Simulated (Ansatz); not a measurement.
**NiO2 monolayer (1T): relaxing the cell for a phonon run**

Aim: bring NiO2 monolayer (1T) to small forces and stress, as phonons need.

Main program and level: Ansatz 0.2.0; DFT PBEsol, scalar-relativistic, plane waves, PAW.

### Step 1. Starting point

The cell holds 3 atoms: 1 Ni and 2 O. Cell: a = 2.970 Å, b = 2.970 Å, c = 20.000 Å, α = 90.0°, β = 90.0°, γ = 120.0°. Vacuum lies along c.

### Step 2. A coarse first look

First a cheap look: the gap decides the mesh and the occupations, the pressure tells how far the cell has to move.

The program solves this slab on a cell height of its own, 28.3 Å, in place of the one typed.

input.yaml reads:

```yaml
crystal:
  lattice:
    - [2.97, 0.0, 0.0]
    - [-1.485, 2.5721, 0.0]
    - [0.0, 0.0, 20.0]
  atoms:
    - { symbol: Ni, position: [0.0, 0.0, 0.5] }
    - { symbol: O, position: [0.333333, 0.666667, 0.55635] }
    - { symbol: O, position: [0.666667, 0.333333, 0.44365] }
  periodic: [true, true, false]
kpoints:
  mp_grid: { grid: [9, 9, 1] }
hamiltonian:
  xc: pbesol
scf:
  occupations: { method: gaussian, width: 0.1 }
output:
  forces: true
  stress: true
  eigenvalues: true
```

The run is started by

```bash
ansatz run input.yaml --threads 4 --pin off --max-ram 14336MiB --backend cpu --events-out ev --progress --plain --runs-dir out
```

Numbers of over 12 decimals in the logs are rounded to 6 here.

The log of the run:

```text
[...]
--- Band table (eV; the first three rows and the last of 12) ---
  k-point 0: bands = [... 11 lower, -9.3841, -8.9952, -8.9952, -8.8536, -6.8833, -6.8833, -2.2085, -0.3747]
  k-point 1: bands = [... 11 lower, -9.3545, -9.2292, -8.8722, -8.6247, -7.1795, -6.9394, -1.7285, -0.0777]
  k-point 2: bands = [... 11 lower, -9.5000, -9.1515, -8.8142, -8.6302, -7.5941, -7.0207, -0.6002, 0.7382]
  k-point 11: bands = [... 11 lower, -10.5589, -9.5280, -8.9206, -8.9206, -7.3574, -7.3574, 2.9604, 4.2403]
[key lines of the parts left out:]
SCF converged after 9 iterations
Free energy (F): -6922.489758 eV
Fermi energy:    -8.098560 eV
P = ½ c Tr σ = -15.8485 N/m
```

Elapsed: 0.94 s, on 4 threads of Arm Neoverse V2, shared host; peak memory 0.47 GiB; 3 s of CPU time.

This run has no spin polarisation, although Ni can carry a moment.

Numbers from this step:

| Quantity | Value |
| --- | --- |
| gap on the k-mesh | 1.011 eV |
| direct gap on mesh | 1.036 eV |
| area per atom | 2.546 Å² |

The coarse mesh shows a gap of 1.01 eV.

### Step 3. Rough relaxation

A rough relaxation comes first, because large forces or stress need no tight tolerances yet.

The program solves this slab on a cell height of its own, 28.3 Å, in place of the one typed.

input.yaml: that of step 2 with these lines changed.

```diff
@@ -20 +20,6 @@
   eigenvalues: true
+relax:
+  adjacent_minimum: "off"
+  f_tol: 0.05
+  max_steps: 80
+  cell: { stress_2d_tol: 0.02 }
```

The log of the run:

```text
[...]
Crystal: 3 atoms, lattice volume = 216.249 Å³
Basis set: ecut = 420 eV, 4139 PW (Γ), exchange–correlation on 40×40×384 points (8 copies of the dense FFT grid, shifted against one another)
Bands: 19, of which v1, the nominal top of the filled ones, is band 15 counted from 1 (14 counted from 0)
Symmetry: 12 space group operations
[...]
F+E_penalty+E_count = -6923.83687265 eV   max|allowed force component| = 7.121e-4 eV/Å   (the final SCF, on the basis selected at the relaxed cell)
  cell:  # Å, volume = 189.9413 Å³
    - [2.783491, 0.0, 0]
    - [-1.391746, 2.410574, 0]
    - [0, 0, 28.308]
  atoms:
    - { symbol: Ni, position: [0, 0, 0.353257] }
    - { symbol: O, position: [0.333333, 0.666667, 0.386228] }
    - { symbol: O, position: [0.666667, 0.333333, 0.320286] }
[key lines of the parts left out:]
SCF converged after 7 iterations
Free energy (F): -6923.836873 eV
Fermi energy:    -7.369833 eV
P = ½ c Tr σ = -0.0075 N/m
```

Elapsed: 8.4 s, on 4 threads; peak memory 0.48 GiB; 29 s of CPU time.

Relaxation path:

| step | energy less that of the first step (eV) | largest force component (eV/Å) | volume (Å³) |
| --- | --- | --- | --- |
| 1 | 0.0000 | 3.4041 | 216.25 |
| 2 | -0.9850 | 1.6707 | 209.24 |
| 3 | -1.2512 | 1.5069 | 189.02 |
| 4 | -1.3487 | 0.1767 | 193.68 |
| 5 | -1.3575 | 0.0097 | 191.27 |
| 6 | -1.3584 | 0.0059 | 190.56 |
| 7* | -1.3469 | 0.0060 | 190.56 |
| 8 | -1.3477 | 0.0006 | 189.94 |
| 9* | -1.3471 | 0.0007 | 189.94 |

Relaxation steps marked * repeat the geometry before them on a plane-wave basis chosen anew for their cell, so energy and pressure can jump there.

Forces are held to the 12 operations that the run works with; a distortion that breaks them can't arise in this run.

| cell as run | before | after | change |
| --- | --- | --- | --- |
| a (Å) | 2.970 | 2.783 | -6.3 % |
| b (Å) | 2.970 | 2.783 | -6.3 % |

The atoms that moved most (Å, along periodic axes as changes of fractional coordinates times the final cell, across vacuum about the mean position):

| atom | dx | dy | dz | length |
| --- | --- | --- | --- | --- |
| O3 | 0.000 | 0.000 | 0.194 | 0.194 |
| O2 | 0.000 | 0.000 | -0.194 | 0.194 |

The relaxed structure:

```
Ni O
1.0
     2.78349    0.00000    0.00000
    -1.39175    2.41057    0.00000
     0.00000    0.00000   28.30800
Ni O
1 2
Direct
  0.00000 0.00000 0.35326
  0.33333 0.66667 0.38623
  0.66667 0.33333 0.32029
```

Numbers from this step:

* gap on the k-mesh: 1.363 eV
* direct gap on mesh: 1.508 eV
* area per atom: 2.237 Å²

The relaxation ends with a largest force component of 7.1e-4 eV/Å.

### Step 4. Relaxation

Harmonic phonons are second derivatives at a point where the forces vanish, and they are wanted at zero stress, so atoms and cell are relaxed first.

input.yaml reads:

```yaml
crystal:
  lattice:
    - [2.7834911426, 0.0, 0.0]
    - [-1.3917455713, 2.4105740407, 0.0]
    - [0.0, 0.0, 28.308]
  atoms:
    - { symbol: Ni, position: [0.0, 0.0, 0.3532570298] }
    - { symbol: O, position: [0.3333333333, 0.6666666667, 0.3862275674] }
    - { symbol: O, position: [0.6666666667, 0.3333333333, 0.3202864922] }
  periodic: [true, true, false]
kpoints:
  mp_grid: { grid: [12, 12, 1] }
hamiltonian:
  xc: pbesol
scf:
  occupations: { method: gaussian, width: 0.02 }
output:
  forces: true
  stress: true
  eigenvalues: true
relax:
  adjacent_minimum: "off"
  f_tol: 0.005
  max_steps: 80
  cell: { stress_2d_tol: 0.02 }
```

The log of the run:

```text
[...]
Crystal: 3 atoms, lattice volume = 189.941 Å³
Basis set: ecut = 420 eV, 3755 PW (Γ), exchange–correlation on 40×40×384 points (8 copies of the dense FFT grid, shifted against one another)
Bands: 19, of which v1, the nominal top of the filled ones, is band 15 counted from 1 (14 counted from 0)
[... 1 set-up line as in the run before ...]
[...]
k-points: 19 of 144
[...]
SCF iter   1: F=—  HF=-6923.851459 eV  |F-HF|=—  |Δ(HF+E_count)|=         —  Δρ=6.40e-3  dr2=3.95e-2  ethr=1.77e-3  ⟨swp⟩=12.5  Hψ=2845  notcnv=0
[...]
SCF iter   8: F=-6923.836973 eV  HF=-6923.836973 eV  |F-HF|=4.81e-8  |Δ(HF+E_count)|=   8.47e-8  Δρ=5.54e-6  dr2=5.10e-8  ethr=3.33e-10  ⟨swp⟩=13.3  Hψ=2312  notcnv=0
SCF 1 converged in 8 iterations: F = -6923.836973 eV  dr2 = 5.10e-8
[...]
relax step   1: F+E_penalty+E_count = -6923.83697340 eV  Δ(F+E_penalty+E_count) = +0.000e0 eV  max|allowed force component| = 2.314e-4 eV/Å  Δτ_max = 0.0000 Å  P = -0.009 N/m  Ω = 189.941 Å³  fix = [c, alpha, beta]  reactions: c +0.000 N/m  (8 SCF iters, dr2 threshold 1.00e-7 eV, accepted)
[...]
SCF iter   6: F=-6923.836973 eV  HF=-6923.836973 eV  |F-HF|=2.18e-11  |Δ(HF+E_count)|=  4.18e-11  Δρ=4.72e-8  dr2=1.90e-12  ethr=1.00e-12  ⟨swp⟩=12.6  Hψ=2536  notcnv=0
SCF 2 converged in 6 iterations: F = -6923.836973 eV  dr2 = 1.90e-12
relax step   2: F+E_penalty+E_count = -6923.83697344 eV  Δ(F+E_penalty+E_count) = -4.287e-8 eV  max|allowed force component| = 3.326e-4 eV/Å  Δτ_max = 0.0000 Å  P = -0.009 N/m  Ω = 189.941 Å³  fix = [c, alpha, beta]  reactions: c +0.000 N/m  stress off target by 9.39e-3 N/m on what of the cell is left free  SCF on the basis re-selected at this cell (its energy is not comparable with the rows above)  (6 SCF iters)
basis re-selected at this cell: Δ(F+E_penalty+E_count) = -4.287e-8 eV, ΔP = -0.000 N/m vs the last step (what re-selecting the basis moved, of the pressure what is left beyond the Pulay correction that the steps carried, after the strain that the cell walked since its last selection, with what the two solves' SCF thresholds leave and, on support functions, any second-order correction that the steps lacked; it is no m [...]
SCF converged after 6 iterations
Free energy (F): -6923.836973 eV
[...]
Internal energy: -6923.836973 eV  (E = F + TS)
E sigma→0 (E₀):  -6923.836973 eV
Fermi energy:    -7.404044 eV
[...]
--- Forces (eV/Å), atoms counted from 1 ---
  atom   1  Ni     0.00000000     0.00000000     0.00000000
  atom   2  O      0.00000000    -0.00000000    -0.00033263
  atom   3  O     -0.00000000     0.00000000     0.00033263
  max |Σ_I F_I| component: 0.00e0 eV/Å
--- 2D stress c σ (N/m, compression-positive) ---
       -0.009391      -0.000000       0.000000
       -0.000000      -0.009391      -0.000000
        0.000000       0.000000       0.000000
  P = ½ c Tr σ = -0.0094 N/m
--- Band table (eV; the first three rows and the last of 19) ---
  k-point 0: bands = [... 11 lower, -9.3872, -9.0480, -9.0480, -8.1281, -5.5979, -5.5979, -0.6934, -0.2673]
  k-point 1: bands = [... 11 lower, -9.2464, -9.1437, -8.8957, -8.0672, -5.8402, -5.6548, -0.4660, -0.0954]
  k-point 2: bands = [... 11 lower, -9.3402, -8.8425, -8.7124, -8.0754, -6.3900, -5.7719, 0.1519, 0.4117]
  k-point 18: bands = [... 11 lower, -10.8427, -9.7466, -8.6818, -8.6818, -6.3892, -6.3892, 6.5080, 6.6251]
--- Relaxed structure (1 steps of the walk, 1 accepted, 1 SCFs on fresh bases) ---
[...]
cell:  # Å, volume = 189.9413 Å³
    - [2.783491, 0.0, 0.0]
    - [-1.391746, 2.410574, 0.0]
    - [0.0, 0.0, 28.308]
  atoms:
    - { symbol: Ni, position: [0.0, 0.0, 0.353257] }
    - { symbol: O, position: [0.333333, 0.666667, 0.386228] }
    - { symbol: O, position: [0.666667, 0.333333, 0.3202864922] }
```

It took 2.6 s on 4 threads; peak memory 0.49 GiB.

Little changed from the start: no atom moved by 0.005 Å and no cell edge by 0.1 %.

This step gave:

| Property | Result |
| --- | --- |
| gap on the k-mesh | 1.302 eV |
| direct gap on mesh | 1.530 eV |

### Step 5. Tight relaxation

Phonons need a cell at rest on their own settings, so the relaxation is repeated with tight tolerances on forces and stress, using the mesh and the filling of the phonon run that follows.

input.yaml, the sections that differ from step 4:

```yaml
scf:
  occupations: { method: fixed }
output:
  forces: true
  stress: true
  eigenvalues: true
  write_density: true
  write_potential: true
  elf: true
  volumetric_format: npy
relax:
  adjacent_minimum: "off"
  f_tol: 0.001
  max_steps: 60
  cell: { stress_2d_tol: 0.002 }
# crystal, kpoints, hamiltonian: as in step 4
```

The log of the run:

```text
[...]
Crystal: 3 atoms, lattice volume = 189.941 Å³
Basis set: ecut = 420 eV, 3755 PW (Γ), exchange–correlation on 40×40×384 points (8 copies of the dense FFT grid, shifted against one another)
Bands: 19, of which v1, the nominal top of the filled ones, is band 15 counted from 1 (14 counted from 0)
[... 1 set-up line as in the run before ...]
[...]
k-points: 19 of 144
[...]
k-point 18: bands = [... 11 lower, -10.8432, -9.7468, -8.6819, -8.6819, -6.3891, -6.3891, 6.5088, 6.6262]
--- Relaxed structure (3 steps of the walk, 3 accepted, 1 SCFs on fresh bases) ---
[...]
cell:  # Å, volume = 189.9255 Å³
    - [2.783375, 0.0, 0]
    - [-1.391687, 2.410473, 0]
    - [0, 0, 28.308]
  atoms:
    - { symbol: Ni, position: [0, 0, 0.353257] }
    - { symbol: O, position: [0.333333, 0.666667, 0.386229] }
    - { symbol: O, position: [0.666667, 0.333333, 0.320285] }
[key lines of the parts left out:]
SCF converged after 8 iterations
Free energy (F): -6923.836935 eV
Fermi energy:    -8.055389 eV
P = ½ c Tr σ = -0.0006 N/m
```

Elapsed: 5.2 s, on 4 threads; peak memory 0.49 GiB; 19 s of CPU time.

Little changed from the start: no atom moved by 0.005 Å and no cell edge by 0.1 %.

Numbers from this step:

| Item | Value |
| --- | --- |
| gap on the k-mesh | 1.303 eV |
| area per atom | 2.236 Å² |

Valence density in the ac plane at fractional y = 0.000, with atoms of Ni within 0.2 Å of it. It is the smooth field of the valence electrons, not physical close to the nuclei.

Ten steps, logarithmic in the rise over the least value, from '0' (0 e/Å³) to '9' (30 e/Å³), each cell a mean:
```
00000000000000
00000000000000
00000000000000
00000000000000
00000000000000
00000000000000
00000000000000
00000000000000
00000000000000
00000000000000
00000000000000
00000000000000
00000000000000
00000000000000
32211112111122
99742211122479
11111111111111
00000000000000
00000000000000
00000000000000
00000000000000
00000000000000
00000000000000
00000000000000
```
Columns run along a (2.8 Å), rows up along c (28.3 Å). Atoms in or near the plane, at fractional coordinates: Ni at (0.00, 0.35).

ELF in the ac plane at fractional y = 0.000, with atoms of Ni within 0.2 Å of it. It is the smooth field of the valence electrons, not physical close to the nuclei.

Values, 24 rows by 14 columns, each cell a mean:
```
0.00 0.00 0.00 0.00 0.00 0.00 0.00 0.00 0.00 0.00 0.00 0.00 0.00 0.00
0.00 0.00 0.00 0.00 0.00 0.00 0.00 0.00 0.00 0.00 0.00 0.00 0.00 0.00
0.00 0.00 0.00 0.00 0.00 0.00 0.00 0.00 0.00 0.00 0.00 0.00 0.00 0.00
0.00 0.00 0.00 0.00 0.00 0.00 0.00 0.00 0.00 0.00 0.00 0.00 0.00 0.00
0.00 0.00 0.00 0.00 0.00 0.00 0.00 0.00 0.00 0.00 0.00 0.00 0.00 0.00
0.00 0.00 0.00 0.00 0.00 0.00 0.00 0.00 0.00 0.00 0.00 0.00 0.00 0.00
0.00 0.00 0.00 0.00 0.00 0.00 0.00 0.00 0.00 0.00 0.00 0.00 0.00 0.00
0.00 0.00 0.00 0.00 0.00 0.00 0.00 0.00 0.00 0.00 0.00 0.00 0.00 0.00
0.00 0.00 0.00 0.00 0.00 0.00 0.00 0.00 0.00 0.00 0.00 0.00 0.00 0.00
0.00 0.00 0.00 0.00 0.00 0.00 0.00 0.00 0.00 0.00 0.00 0.00 0.00 0.00
0.00 0.00 0.00 0.00 0.00 0.00 0.00 0.00 0.00 0.00 0.00 0.00 0.00 0.00
0.00 0.00 0.00 0.00 0.00 0.00 0.00 0.00 0.00 0.00 0.00 0.00 0.00 0.00
0.00 0.00 0.00 0.00 0.00 0.00 0.00 0.00 0.00 0.00 0.00 0.00 0.00 0.00
0.01 0.01 0.01 0.02 0.06 0.11 0.16 0.18 0.16 0.11 0.06 0.02 0.01 0.01
0.17 0.15 0.12 0.15 0.28 0.46 0.58 0.61 0.58 0.46 0.28 0.15 0.12 0.15
0.56 0.49 0.35 0.24 0.17 0.19 0.25 0.27 0.25 0.19 0.17 0.24 0.35 0.49
0.12 0.11 0.10 0.14 0.27 0.46 0.57 0.60 0.57 0.46 0.27 0.13 0.10 0.11
0.00 0.00 0.01 0.02 0.04 0.07 0.11 0.12 0.11 0.07 0.04 0.02 0.01 0.00
0.00 0.00 0.00 0.00 0.00 0.00 0.00 0.00 0.00 0.00 0.00 0.00 0.00 0.00
0.00 0.00 0.00 0.00 0.00 0.00 0.00 0.00 0.00 0.00 0.00 0.00 0.00 0.00
0.00 0.00 0.00 0.00 0.00 0.00 0.00 0.00 0.00 0.00 0.00 0.00 0.00 0.00
0.00 0.00 0.00 0.00 0.00 0.00 0.00 0.00 0.00 0.00 0.00 0.00 0.00 0.00
0.00 0.00 0.00 0.00 0.00 0.00 0.00 0.00 0.00 0.00 0.00 0.00 0.00 0.00
0.00 0.00 0.00 0.00 0.00 0.00 0.00 0.00 0.00 0.00 0.00 0.00 0.00 0.00
```
Columns run along a (2.8 Å), rows up along c (28.3 Å). Atoms in or near the plane, at fractional coordinates: Ni at (0.00, 0.35).

Electrostatic potential energy in the ac plane at fractional y = 0.000, with atoms of Ni within 0.2 Å of it. With pseudopotentials it is smooth inside the atoms' cores, unlike the true potential.

Ten even steps from '0' (-21 eV) to '9' (0 eV), each cell a mean:
```
99999999999999
99999999999999
99999999999999
99999999999999
99999999999999
99999999999999
99999999999999
99999999999999
99999999999999
99999999999999
99999999999999
99999999999999
99999999999999
99999999999999
55567777777655
00000466640000
66677777887766
99999999999999
99999999999999
99999999999999
99999999999999
99999999999999
99999999999999
99999999999999
```
Columns run along a (2.8 Å; values clipped at the 3rd and 97th percentile), rows up along c (28.3 Å). Atoms in or near the plane, at fractional coordinates: Ni at (0.00, 0.35).

The largest force component left is 0.023 meV/Å, within the tolerances set.

### Step 6. Summary of results

```yaml
space_group_after_relaxation_within_0p01_a: P-3m1
lattice_constant_a: 2.783 Å
lattice_constant_b: 2.783 Å
area_per_atom: 2.24 Å²
gap_on_the_k_mesh: 1.30 eV
```

In words: The largest force component left is 0.023 meV/Å, within the tolerances set. The relaxation keeps the symmetry of its start, so it says nothing on stability against lower symmetry. The starting cell was built on a prototype and not taken from a measurement.

[Logs are printed without paths, hosts, clocks, repeated set-up lines and the standing remarks that a program may print on its own settings, such as how far it seeks lower states.]

[Hosts, paths, dates, database ids (printed as entryN), source tags and the programs' standing remarks are cut or masked in the printed files.]
